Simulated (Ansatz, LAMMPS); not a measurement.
# Amorphous 83SiO2-17PbO (mol %) (150 atoms) under strain: runs compared

How stiff is amorphous 83SiO2-17PbO (mol %) (150 atoms), and how do its levels respond to strain?

Computed with Ansatz 0.2.0: Kohn-Sham DFT, PBE, PAW (set soft_2), plane waves.

### 1. The cell as built

The cell holds 150 atoms: 44 Si, 9 Pb and 97 O. Cell: a = 13.044 Å, b = 13.044 Å, c = 13.044 Å, α = 90.0°, β = 90.0°, γ = 90.0°. 150 atoms (44 Si, 9 Sr, 97 O) placed at random at 2.63 g/cm³, melted at 5000 K for 10 ps at fixed volume with the Morse and Coulomb pair potential with partial charges (Pedone, Malavasi, Menziani, Cormack and Segre, J. Phys. Chem. B 110, 11780 (2006)). Quenched from 5000 K to 300 K at 50 K/ps and fixed volume, held 10 ps at zero pressure, then minimised at fixed cell. Then Sr was replaced by Pb and the cell scaled by 1.008 (the potential has no terms for the new elements, so the cell is a start for a DFT relaxation).

Limits known from the start: The quench rate of 50 K/ps is orders of magnitude faster than experiment, which tends to freeze in extra defects. The network of bonds at the start is that of the classical potential that made the cell, and needn't be the one that DFT or experiment would give. Sampling is at Γ alone. The levels lack spin–orbit coupling, which is large for the heavy elements here.

### 2. The reference run

The reference is a single point at the end of the relaxation.

Every strained cell starts from the geometry of this run, and its atoms are relaxed with the cell held.

Its input, with most atom lines left out:

```yaml
crystal:
  lattice:
    - [13.05186, 0.3343, -0.17015]
    - [0.3343, 13.27682, -0.08753]
    - [-0.17015, -0.08753, 12.83447]
  atoms:
    - { symbol: Si, position: [0.92516, 0.86939, 0.96878] }
    - { symbol: Si, position: [0.1638, 0.92136, 0.23998] }
    - { symbol: Si, position: [0.98227, 0.06447, 0.57695] }
    - { symbol: Si, position: [0.64908, 0.05404, 0.47002] }
    - { symbol: Si, position: [0.68316, 0.49468, 0.57604] }
    - { symbol: Si, position: [0.08741, 0.19342, 0.8608] }
    - { symbol: Si, position: [0.2815, 0.91381, 0.78931] }
    [... atom lines 8 to 150 left out ...]
kpoints:
  mp_grid: { grid: [1, 1, 1] }
hamiltonian:
  xc: pbe
scf:
  occupations: { method: gaussian, width: 0.025 }
output:
  forces: true
  stress: true
  populations: true
  dos:
    method: { smearing: { sigma: 0.15 } }
    de: 0.1
    projected: { site_lists: { O: [O], Pb: [Pb], Si: [Si] } }
  eigenvalues: true
  write_density: true
  write_potential: true
  volumetric_format: npy
  elf: true
```

* free energy per atom: -1268.7704 eV/atom
* r.m.s. force component: 0.00553 eV/Å
* pressure: -0.001911 GPa

Filled and empty levels are parted by 3.37 eV (at Γ alone); a semilocal functional narrows such gaps, while the missing spin–orbit coupling widens them for these heavy elements, so the errors pull opposite ways. In a disordered cell it changes from sample to sample, and tail or defect levels can set it.

### 3. The runs

Each row is one run, on 8 threads of Arm Neoverse N1, shared host. The free energy is the program's total, comparable only between runs with the same functional, potentials and atoms.

| run | atoms | outcome | ionic steps, all passes | free energy (eV) | time | host memory (GiB) |
| --- | --- | --- | --- | --- | --- | --- |
| Single point at the start | 150 | converged | - | -190306.609 | 46 s | 3.4 |
| Cell and atoms relaxed | 150 | converged | 21 | -190315.562 | 14 min | 3.5 |
| Single point at the relaxed geometry | 150 | converged | - | -190315.562 | 67 s | 3.5 |
| Volume -3 % | 150 | converged | 12 | -190315.260 | 9.5 min | 3.5 |
| Volume +3 % | 150 | converged | 10 | -190315.269 | 8.3 min | 3.6 |
| Volume -6 % | 150 | converged | 14 | -190314.344 | 11 min | 3.5 |
| Volume +6 % | 150 | converged | 13 | -190314.381 | 12 min | 3.7 |
| Volume -10 % | 150 | converged | 14 | -190312.123 | 11 min | 3.3 |
| Stretched by 1 % along x | 150 | converged | 5 | -190315.508 | 4.1 min | 3.6 |
| Compressed by 1 % along x | 150 | converged | 7 | -190315.521 | 6 min | 3.5 |
| Sheared by 2 % in xy | 150 | converged | 7 | -190315.480 | 5.6 min | 3.5 |

In some runs the program notes that the SCF threshold is loose for the stress.

### 4. Pressure against volume

Atoms are relaxed at each volume, in the scaled cell.

```
volume change (%)  volume (Å³/atom)  energy change (meV/atom)  pressure (GPa)  largest move on relaxing (Å)  bonds  gap (eV)
              -10            13.333                     22.93            5.13                          0.62    212                3.56
               -6            13.925                      8.12            2.95                          0.44    209                3.42
               -3            14.370                      2.02            1.48                          0.16    209                3.40
               +0            14.814                      0.00            0.00                             -    209                3.37
               +3            15.259                      1.95           -1.47                          0.14    210                3.33
               +6            15.703                      7.87           -2.78                          0.36    208                3.26
```

### 5. Uniaxial strain and shear

Stress (GPa, compression positive) less that of the relaxed cell, atoms relaxed:

```csv
strain,xx,yy,zz,xy,energy change (meV/atom)
stretched by 1 % along x,-0.820,-0.341,-0.256,-0.010,0.36
compressed by 1 % along x,0.809,0.360,0.259,0.038,0.28
sheared by 2 % in xy,-0.031,-0.075,-0.061,-0.683,0.55
```

### 6. What came out

The bulk modulus, from the slope of pressure against ln V over the three points nearest the relaxed volume, is 49.1 GPa; between neighbouring points the slope runs 50, 47, 49, 49 and 46 GPa from the smallest volume up, without a steady fall, so no pressure derivative is given. The count of bonds runs from 208 to 212 over the series, so at some points contacts cross the cutoffs. At -10 % some atom moved by over 0.5 Å on relaxing, so that point may sit in another local minimum. The gap goes from 3.56 eV at the smallest volume to 3.26 eV at the largest, -1.6 eV per unit of ln V by a straight line, on the run's k-points. In the Cartesian axes of the cell, finite differences give C11 = 81.4, C12 = 35.1, C13 = 25.8 and C66 = 34.2 GPa (the shear of 2 % is the engineering strain, εxy = 0.01). The mean of C11, C12 and C13, which equals the bulk modulus in a cubic or isotropic solid, is 47.4 GPa: it agrees with the bulk modulus within 10 %. For an isotropic solid C66 would equal (C11 − C12)/2 = 23.2 GPa; so small a sample needn't be isotropic, and C66 rests on one shear. The two differ too much for isotropic moduli to be formed.

**Limits.** Strains are finite and relaxations stop at the force tolerance of the input, which can leave moduli too stiff; they are those of a static cell at zero temperature. Volumes are changed with the cell's shape held, so in an anisotropic solid the modulus lies over the one under free hydrostatic load. The program notes that the SCF threshold of the relaxations is loose for the stress.

The DFT runs together took 83 min of wall time.

[Logs are printed without paths, hosts, clocks, repeated set-up lines and the standing remarks that a program may print on its own settings, such as how far it seeks lower states.]

[Hosts, paths, dates, database ids (printed as entryN), source tags and the programs' standing remarks are cut or masked in the printed files.]
